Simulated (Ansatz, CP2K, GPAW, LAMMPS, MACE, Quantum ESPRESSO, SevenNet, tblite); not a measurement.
## Running amorphous Ge (66 atoms) with Quantum ESPRESSO

How do the settings of Quantum ESPRESSO change the result for amorphous Ge (66 atoms)? A plane-wave run serves as the yardstick.

Main program and level: Quantum ESPRESSO 7.5; the method is named at each step.

### Step 1. Starting point

The cell holds 66 atoms: 66 Ge. Its edges and angles: a = 11.531 Å, b = 11.531 Å, c = 11.531 Å, α = 90.0°, β = 90.0°, γ = 90.0°. 66 atoms (66 Ge) placed at random at 5.19 g/cm³, melted at 3500 K for 10 ps at fixed volume with the Tersoff potential (Tersoff, Phys. Rev. B 39, 5566 (1989)). Quenched from 3500 K to 300 K at 5 K/ps and fixed volume, held 5 ps, then minimised at fixed cell.

The yardstick, on the same geometry:

| Item | Value |
| --- | --- |
| method | Kohn-Sham DFT, PBE, PAW, plane waves (Ansatz 0.2.0); cutoff 420 eV, Γ point, fermi-dirac smearing of 0.05 eV; PAW set soft_2 |
| r.m.s. force component | 0.2307 eV/Å |
| longest force | 0.7496 eV/Å |
| pressure | 3.016 GPa |
| SCF cycles | 10 |
| time | 41 s on 4 threads of Intel Xeon Platinum 8259CL at 2.50GHz (Skylake/Cascade Lake), shared host |
| CPU time | 2.4 min |

### Step 2. PBE, sssp-1.3.0-efficiency, 45/360 Ry

Method: Kohn-Sham DFT, PBE, SSSP efficiency 1.3.0 pseudopotentials, plane waves.

pw.in

```
&control
  calculation = 'scf'
  pseudo_dir = './pseudo'
  outdir = './tmp'
  disk_io = 'none'
  tprnfor = .true.
  tstress = .true.
/
&system
  ibrav = 0
  nat = 66
  ntyp = 1
  ecutwfc = 45
  ecutrho = 360
  nosym = .true.
  occupations = 'smearing'
  smearing = 'fd'
  degauss = 0.003675
/
&electrons
  conv_thr = 3.3e-07
  electron_maxstep = 100
  mixing_beta = 0.2
  mixing_mode = 'local-TF'
  diagonalization = 'david'
/
ATOMIC_SPECIES
Ge 72.630 Ge.upf
CELL_PARAMETERS angstrom
11.53150 0.00000 0.00000
0.00000 11.53150 0.00000
0.00000 0.00000 11.53150
ATOMIC_POSITIONS crystal
Ge 0.77655 0.64714 0.95623
Ge 0.45976 0.05999 0.09833
Ge 0.32775 0.37773 0.78687
Ge 0.70793 0.98233 0.31808
Ge 0.99333 0.50017 0.76238
Ge 0.18331 0.77390 0.74010
Ge 0.45135 0.57073 0.81477
Ge 0.13307 0.51793 0.04240
Ge 0.60684 0.55751 0.14397
Ge 0.38297 0.00843 0.66484
Ge 0.49544 0.03238 0.31317
Ge 0.04242 0.30044 0.29747
Ge 0.07756 0.65293 0.87895
Ge 0.35079 0.87292 0.34684
Ge 0.24159 0.96006 0.81936
Ge 0.34894 0.90174 0.99843
Ge 0.21239 0.33477 0.96857
Ge 0.93968 0.67493 0.28007
Ge 0.26845 0.28226 0.32420
Ge 0.77533 0.11058 0.16023
Ge 0.09508 0.20914 0.62030
Ge 0.44611 0.81176 0.53710
Ge 0.52456 0.27867 0.02641
Ge 0.32526 0.48902 0.34110
Ge 0.93936 0.79127 0.95511
Ge 0.57270 0.87318 0.72904
Ge 0.15771 0.40513 0.66556
Ge 0.68309 0.29887 0.17408
Ge 0.89692 0.95580 0.81116
Ge 0.73371 0.77259 0.28064
Ge 0.64327 0.76401 0.07696
Ge 0.21588 0.54583 0.51393
Ge 0.29965 0.58092 0.14833
Ge 0.73174 0.36850 0.74717
Ge 0.53766 0.52658 0.34540
Ge 0.87783 0.88296 0.61295
Ge 0.66866 0.57388 0.78112
Ge 0.01983 0.98352 0.28215
Ge 0.78548 0.36127 0.53355
Ge 0.69150 0.02327 0.83329
Ge 0.88781 0.36949 0.89410
Ge 0.33675 0.66519 0.64752
Ge 0.97861 0.48434 0.18802
Ge 0.87368 0.55623 0.59257
Ge 0.45959 0.20925 0.44398
Ge 0.61093 0.70097 0.44332
Ge 0.62600 0.34175 0.38520
Ge 0.26118 0.79045 0.16007
Ge 0.25419 0.12485 0.50901
Ge 0.98579 0.15098 0.15308
Ge 0.87103 0.02249 0.44559
Ge 0.60195 0.22040 0.82249
Ge 0.65448 0.98358 0.03614
Ge 0.93906 0.22636 0.47764
Ge 0.44400 0.21982 0.68047
Ge 0.02648 0.63958 0.47114
[... 6 atom lines left out ...]
Ge 0.17155 0.95003 0.42683
Ge 0.32288 0.23559 0.11964
Ge 0.06517 0.08656 0.79992
Ge 0.80214 0.45797 0.07641
K_POINTS gamma
```

Command:

```bash
$ OMP_NUM_THREADS=1 mpirun -np 4 pw.x -in pw.in > output.txt
```

Output:

```text
Program PWSCF
     gamma-point specific algorithms are used
     one sub-group per band group will be used
     scalapack distributed-memory algorithm (size of sub-group:  2*  2 procs)
     Parallelization info
     sticks:   dense  smooth     PW     G-vecs:    dense   smooth      PW
     Min        3403    1700    424               298425   105498   13158
     Max        3406    1704    426               298426   105500   13160
     Sum       13621    6809   1701              1193703   421997   52635
     bravais-lattice index     =            0
     lattice parameter (alat)  =      21.7914  a.u.
     unit-cell volume          =   10347.9426 (a.u.)^3
     number of atoms/cell      =           66
     number of atomic types    =            1
     number of electrons       =       924.00
     number of Kohn-Sham states=          554
     kinetic-energy cutoff     =      45.0000  Ry
     charge density cutoff     =     360.0000  Ry
     scf convergence threshold =      3.3E-07
     mixing beta               =       0.2000
     number of iterations used =            8  local-TF  mixing
     Exchange-correlation=  SLA  PW   PBX  PBC
                           (   1   4   3   4   0   0   0)
     crystal axes: (cart. coord. in units of alat)
               a(1) = (   1.000000   0.000000   0.000000 )
               a(2) = (   0.000000   1.000000   0.000000 )
               a(3) = (   0.000000   0.000000   1.000000 )
     reciprocal axes: (cart. coord. in units 2 pi/alat)
               b(1) = (  1.000000  0.000000  0.000000 )
               b(2) = (  0.000000  1.000000  0.000000 )
               b(3) = (  0.000000  0.000000  1.000000 )
     PseudoPot. # 1 for Ge:
     Pseudo is Ultrasoft + core correction, Zval = 14.0
     atomic species   valence    mass     pseudopotential
     Ge               14.00    72.63000     Ge( 1.00)
     No symmetry found
   Cartesian axes
     number of k points=     1  Fermi-Dirac smearing, width (Ry)=  0.0037
                       cart. coord. in units 2pi/alat
        k(    1) = (   0.0000000   0.0000000   0.0000000), wk =   2.0000000
     Dense  grid:   596852 G-vectors     FFT dimensions: ( 135, 135, 135)
     Smooth grid:   210999 G-vectors     FFT dimensions: (  96,  96,  96)
     Initial potential from superposition of free atoms
     starting charge     923.9423, renormalised to     924.0000
     Starting wfcs are  594 randomized atomic wfcs
     Self-consistent Calculation
     iteration #  1     ecut=    45.00 Ry     beta= 0.20
     Threshold (ethr) on eigenvalues was too large:
     Diagonalizing with lowered threshold
     total energy              =  -14099.90436704 Ry
     estimated scf accuracy    <       1.07926762 Ry
     iteration #  2     ecut=    45.00 Ry     beta= 0.20
     total energy              =  -14099.69874562 Ry
     estimated scf accuracy    <       0.80877088 Ry
     iteration #  3     ecut=    45.00 Ry     beta= 0.20
     total energy              =  -14099.75716070 Ry
     estimated scf accuracy    <       0.02606727 Ry
     iteration #  4     ecut=    45.00 Ry     beta= 0.20
     total energy              =  -14099.75863699 Ry
     estimated scf accuracy    <       0.01697530 Ry
     iteration #  5     ecut=    45.00 Ry     beta= 0.20
     total energy              =  -14099.75971583 Ry
     estimated scf accuracy    <       0.00197294 Ry
     iteration #  6     ecut=    45.00 Ry     beta= 0.20
     total energy              =  -14099.75973596 Ry
     estimated scf accuracy    <       0.00064099 Ry
     iteration #  7     ecut=    45.00 Ry     beta= 0.20
     total energy              =  -14099.75980482 Ry
     estimated scf accuracy    <       0.00004534 Ry
     iteration #  8     ecut=    45.00 Ry     beta= 0.20
     total energy              =  -14099.75980924 Ry
     estimated scf accuracy    <       0.00002519 Ry
     iteration #  9     ecut=    45.00 Ry     beta= 0.20
     total energy              =  -14099.75981475 Ry
     estimated scf accuracy    <       0.00000312 Ry
     iteration # 10     ecut=    45.00 Ry     beta= 0.20
     total energy              =  -14099.75981600 Ry
     estimated scf accuracy    <       0.00000176 Ry
     iteration # 11     ecut=    45.00 Ry     beta= 0.20
     End of self-consistent calculation
          k = 0.0000 0.0000 0.0000 ( 26318 PWs)   bands (ev):
   -16.8913 -16.8906 -16.8775 -16.8669 -16.8627 -16.8615 -16.8529 -16.8398
   -16.8371 -16.8311 -16.8270 -16.8252 -16.8201 -16.8148 -16.8122 -16.8064
   -16.8029 -16.7967 -16.7944 -16.7923 -16.7808 -16.7764 -16.7737 -16.7711
   -16.7666 -16.7624 -16.7593 -16.7572 -16.7544 -16.7521 -16.7519 -16.7492
   -16.7472 -16.7437 -16.7420 -16.7397 -16.7393 -16.7361 -16.7349 -16.7343
   -16.7312 -16.7301 -16.7290 -16.7281 -16.7273 -16.7238 -16.7233 -16.7216
   -16.7209 -16.7187 -16.7176 -16.7149 -16.7141 -16.7114 -16.7099 -16.7092
   -16.7059 -16.7045 -16.7017 -16.7010 -16.6975 -16.6955 -16.6948 -16.6922
   -16.6906 -16.6896 -16.6892 -16.6860 -16.6845 -16.6813 -16.6810 -16.6802
   -16.6799 -16.6788 -16.6785 -16.6763 -16.6733 -16.6727 -16.6722 -16.6716
   -16.6697 -16.6682 -16.6675 -16.6662 -16.6643 -16.6639 -16.6629 -16.6598
   -16.6576 -16.6562 -16.6561 -16.6530 -16.6516 -16.6489 -16.6480 -16.6475
[...]
11.4007  11.4259  11.4641  11.5633  11.5944  11.6653  11.7279  11.7597
    11.7897  11.8845  11.9255  11.9713  12.0309  12.0994  12.1773  12.2226
    12.2970  12.3159  12.3471  12.4259  12.4564  12.4615  12.5046  12.5782
    12.6122  12.6266  12.6916  12.7546  12.8287  12.9229  12.9388  13.0324
    13.0754  13.1231  13.1570  13.2066  13.2513  13.2876  13.3539  13.3765
    13.4728  13.5006
     the Fermi energy is     7.8337 ev
!    total energy              =  -14099.75981812 Ry
     estimated scf accuracy    <       0.00000011 Ry
     smearing contrib. (-TS)   =      -0.01607767 Ry
     internal energy E=F+TS    =  -14099.74374044 Ry
     The total energy is F=E-TS. E is the sum of the following terms:
     one-electron contribution =   -9513.85644535 Ry
     hartree contribution      =    5603.59312171 Ry
     xc contribution           =   -3847.50747899 Ry
     ewald contribution        =   -6341.97293781 Ry
     convergence has been achieved in  11 iterations
     Forces acting on atoms (cartesian axes, Ry/au):
     atom    1 type  1   force =     0.00632023    0.00098944    0.00559598
     atom    2 type  1   force =    -0.00987168    0.00396477    0.01361410
     atom    3 type  1   force =     0.00494977   -0.00673726    0.00345292
     atom    4 type  1   force =    -0.00974341    0.01419423    0.01076299
     atom    5 type  1   force =    -0.00366130    0.01124843    0.00144966
     atom    6 type  1   force =     0.00439184   -0.00169268    0.01707398
     atom    7 type  1   force =    -0.00304938    0.00910157   -0.00299677
     atom    8 type  1   force =    -0.01050487    0.00475769   -0.01189219
     atom    9 type  1   force =     0.00753865    0.02156719    0.00544625
     atom   10 type  1   force =     0.00750292    0.01121537   -0.00156554
     atom   11 type  1   force =     0.00110196    0.00143672   -0.00216289
     atom   12 type  1   force =    -0.00905992    0.01922657   -0.00195250
[...]
atom   62 type  1   force =    -0.01212994   -0.01380651    0.01229945
     atom   63 type  1   force =     0.00332031    0.00138573   -0.01601637
     atom   64 type  1   force =     0.01454462   -0.01532529   -0.00095243
     atom   65 type  1   force =     0.00958335   -0.00123347   -0.00693750
     atom   66 type  1   force =     0.00349379   -0.00729113   -0.00539922
     Total force =     0.126180     Total SCF correction =     0.001974
     Computing stress (Cartesian axis) and pressure
          total   stress  (Ry/bohr**3)                   (kbar)     P=       27.90
   0.00024337   0.00001836   0.00001676           35.80        2.70        2.47
   0.00001836   0.00024405   0.00007261            2.70       35.90       10.68
   0.00001676   0.00007261   0.00008151            2.47       10.68       11.99
     Message from routine punch:
     Nothing written, as per user request (disk_io='none')
```

Run time: 6 min. Hardware: 4 MPI ranks of Intel Xeon Platinum 8259CL at 2.50GHz (Skylake/Cascade Lake), shared host; peak memory 4.7 GiB; 24 min of CPU time.

Banners, paths, timers and routine set-up lines are dropped from the logs unmarked, and long logs keep their key lines alone; longer cuts are marked.

Numbers from this run, and their distance from the reference:

| Item | Value |
| --- | --- |
| r.m.s. force component | 0.2306 eV/Å |
| r.m.s. difference of force components | 2.343 meV/Å |
| longest difference of force vectors | 14.4 meV/Å |
| force difference over r.m.s. force | 1.016 % |
| slope of forces against the reference's | 0.9995 |
| correlation of force components | 1 |
| pressure | 2.79 GPa |
| pressure difference | -0.2261 GPa |

A closer look about Ge45, which has 5 bonded neighbours where the commonest count for Ge is 4: 9 atoms, nearest first, numbered in the order of the input, with positions taken from that point.

| atom | x | y | z | distance (Å) | bonds | Fx | Fy | Fz (eV/Å) |
| --- | --- | --- | --- | --- | --- | --- | --- | --- |
| Ge45 | 0.00 | 0.00 | 0.00 | 0.00 | 5 | 0.24 | -0.04 | 0.30 |
| Ge47 | 1.92 | 1.53 | -0.68 | 2.54 | 4 | 0.33 | -0.47 | -0.17 |
| Ge11 | 0.41 | -2.04 | -1.51 | 2.57 | 4 | 0.03 | 0.04 | -0.06 |
| Ge49 | -2.37 | -0.97 | 0.75 | 2.67 | 5 | 0.01 | 0.02 | 0.18 |
| Ge19 | -2.20 | 0.84 | -1.38 | 2.73 | 5 | -0.08 | -0.27 | -0.02 |
| Ge55 | -0.18 | 0.12 | 2.73 | 2.74 | 4 | -0.10 | -0.25 | -0.58 |
| Ge10 | -0.88 | -2.32 | 2.55 | 3.55 | 5 | 0.19 | 0.29 | -0.04 |
| Ge24 | -1.55 | 3.23 | -1.19 | 3.77 | 4 | 0.07 | 0.23 | -0.30 |
| Ge35 | 0.90 | 3.66 | -1.14 | 3.94 | 4 | -0.25 | 0.06 | 0.30 |

Forces lie 1.0 % from the reference's, at 10 times its CPU time.

### Step 3. PBE+D3(BJ), sssp-1.3.0-efficiency, 45/360 Ry

Method: Kohn-Sham DFT, PBE+D3(BJ), SSSP efficiency 1.3.0 pseudopotentials, plane waves.

pw.in: that of step 2 with these lines changed.

```diff
@@ -18,2 +18,5 @@
   degauss = 0.003675
+  vdw_corr = 'dft-d3'
+  dftd3_version = 4
+  dftd3_threebody = .false.
 /
```

Output:

```text
[banner, memory and clock lines left out]
Program PWSCF
     gamma-point specific algorithms are used
     one sub-group per band group will be used
     bravais-lattice index     =            0
     lattice parameter (alat)  =      21.7914  a.u.
     unit-cell volume          =   10347.9426 (a.u.)^3
     number of atoms/cell      =           66
     number of atomic types    =            1
     number of electrons       =       924.00
[... lines left out ...]
     scf convergence threshold =      3.3E-07
[... lines left out ...]
     number of k points=     1  Fermi-Dirac smearing, width (Ry)=  0.0037
[... lines left out ...]
     total energy              =  -14101.29700471 Ry
[... lines left out ...]
     total energy              =  -14101.09138330 Ry
[... lines left out ...]
     total energy              =  -14101.14979837 Ry
[... lines left out ...]
     total energy              =  -14101.15245242 Ry
[... lines left out ...]
     total energy              =  -14101.15245368 Ry
[... lines left out ...]
   -16.8913 -16.8906 -16.8775 -16.8669 -16.8627 -16.8615 -16.8529 -16.8398
   -16.8371 -16.8311 -16.8270 -16.8252 -16.8201 -16.8148 -16.8122 -16.8064
   -16.8029 -16.7967 -16.7944 -16.7923 -16.7808 -16.7764 -16.7737 -16.7711
[...]
12.6122  12.6266  12.6916  12.7546  12.8287  12.9229  12.9388  13.0324
    13.0754  13.1231  13.1570  13.2066  13.2513  13.2876  13.3539  13.3765
    13.4728  13.5006
     the Fermi energy is     7.8337 ev
!    total energy              =  -14101.15245579 Ry
     estimated scf accuracy    <       0.00000011 Ry
     smearing contrib. (-TS)   =      -0.01607767 Ry
     internal energy E=F+TS    =  -14101.13637812 Ry
     The total energy is F=E-TS. E is the sum of the following terms:
     one-electron contribution =   -9513.85644535 Ry
     hartree contribution      =    5603.59312171 Ry
     xc contribution           =   -3847.50747899 Ry
     ewald contribution        =   -6341.97293781 Ry
     DFT-D3 Dispersion         =      -1.39263767 Ry
     convergence has been achieved in  11 iterations
     Forces acting on atoms (cartesian axes, Ry/au):
     atom    1 type  1   force =     0.00608877    0.00088970    0.00532537
     atom    2 type  1   force =    -0.00966565    0.00398578    0.01331082
     atom    3 type  1   force =     0.00408985   -0.00656004    0.00357934
[...]
atom   65 type  1   force =     0.00969082   -0.00096858   -0.00711444
     atom   66 type  1   force =     0.00337757   -0.00716009   -0.00564444
     Total force =     0.125383     Total SCF correction =     0.001974
     Computing stress (Cartesian axis) and pressure
          total   stress  (Ry/bohr**3)                   (kbar)     P=        8.22
   0.00010985   0.00001821   0.00001756           16.16        2.68        2.58
   0.00001821   0.00011002   0.00007329            2.68       16.18       10.78
   0.00001756   0.00007329  -0.00005226            2.58       10.78       -7.69
     Message from routine punch:
     Nothing written, as per user request (disk_io='none')
```

The job ended after 5.8 min (4 MPI ranks; peak memory 4.7 GiB).

Numbers from this run, and their distance from the reference:

* r.m.s. force component: 0.2291 eV/Å
* r.m.s. difference of force components: 9.154 meV/Å
* longest difference of force vectors: 37.27 meV/Å
* force difference over r.m.s. force: 3.968 %
* slope of forces against the reference's: 0.9924
* correlation of force components: 0.9992
* pressure: 0.8217 GPa
* pressure difference: -2.194 GPa

Against the first run (1.0 %), the force difference from the reference is 4.0 %, at 0.96 times the CPU time; the model has changed, so this is no error of the program alone.

### Step 4. The ladder

Differences are against the plane-wave reference, forces as r.m.s. over components; share is that over the reference's r.m.s. force, slope the least-squares factor from reference forces to these. Total energies of different programs have different zeros and aren't compared.

| run | Δ force, r.m.s. (meV/Å) | share (%) | slope | Δ pressure (GPa) | cores | CPU time | memory (GiB) |
| --- | --- | --- | --- | --- | --- | --- | --- |
| reference | - | - | - | - | 4 | 2.4 min | 2.4 |
| QE PBE, sssp-1.3.0-efficiency, 45/360 Ry | 2.34 | 1.02 | 1.000 | -0.226 | 4 | 24 min | 4.7 |
| QE PBE+D3(BJ), sssp-1.3.0-efficiency, 45/360 Ry | 9.15 | 3.97 | 0.992 | -2.19 | 4 | 23 min | 4.7 |

CPU time is summed over cores on a shared host, where runs went side by side, so it is rough. Symmetry, cutoffs, thresholds, outputs and thread counts weren't matched or tuned between programs; memory under MPI is the largest rank's times the ranks.

### Step 5. Results

```json
{"nearest in forces": "QE PBE, sssp-1.3.0-efficiency, 45/360 Ry, 1.0 %", "its CPU time": "24 min"}
```

What this shows: PBE on plane waves or a grid with other potentials, cutoffs or grids differs from the reference by 1.0 % (QE PBE, sssp-1.3.0-efficiency, 45/360 Ry) of the r.m.s. force; this holds the reference's own error, so differences of a few per cent don't tell which side is nearer the exact PBE result (QE's 45 Ry are 612 eV, against the reference's 420 eV). Rows with another functional or a dispersion term differ by 4.0 % (QE PBE+D3(BJ), sssp-1.3.0-efficiency, 45/360 Ry), which mixes the change of model with differences of basis and potentials. None of the electronic-structure runs in the table takes under half the reference's CPU time of 2.4 min; they take 9.8 to 10 times as much. The quench rate of 5 K/ps is many orders above laboratory rates, so the cell is likely richer in defects and strain than a real sample. The network of bonds at the start is that of the classical potential that made the cell, and needn't be the one that DFT or experiment would give. The reference's pressure of 3.0 GPa belongs to a cell and atoms that aren't relaxed at this level. The electronic-structure runs sample only Γ, in a cell whose shortest periodic width is 12 Å, which is coarse for a cell with partly filled levels.

[Also dropped from logs without a mark: logging warnings of Python, and SIESTA's first energy breakdown and zero terms.]

[Logs are printed without paths, hosts, clocks, repeated set-up lines and the standing remarks that a program may print on its own settings, such as how far it seeks lower states.]

[Hosts, paths, dates, database ids (printed as entryN), source tags and the programs' standing remarks are cut or masked in the printed files.]
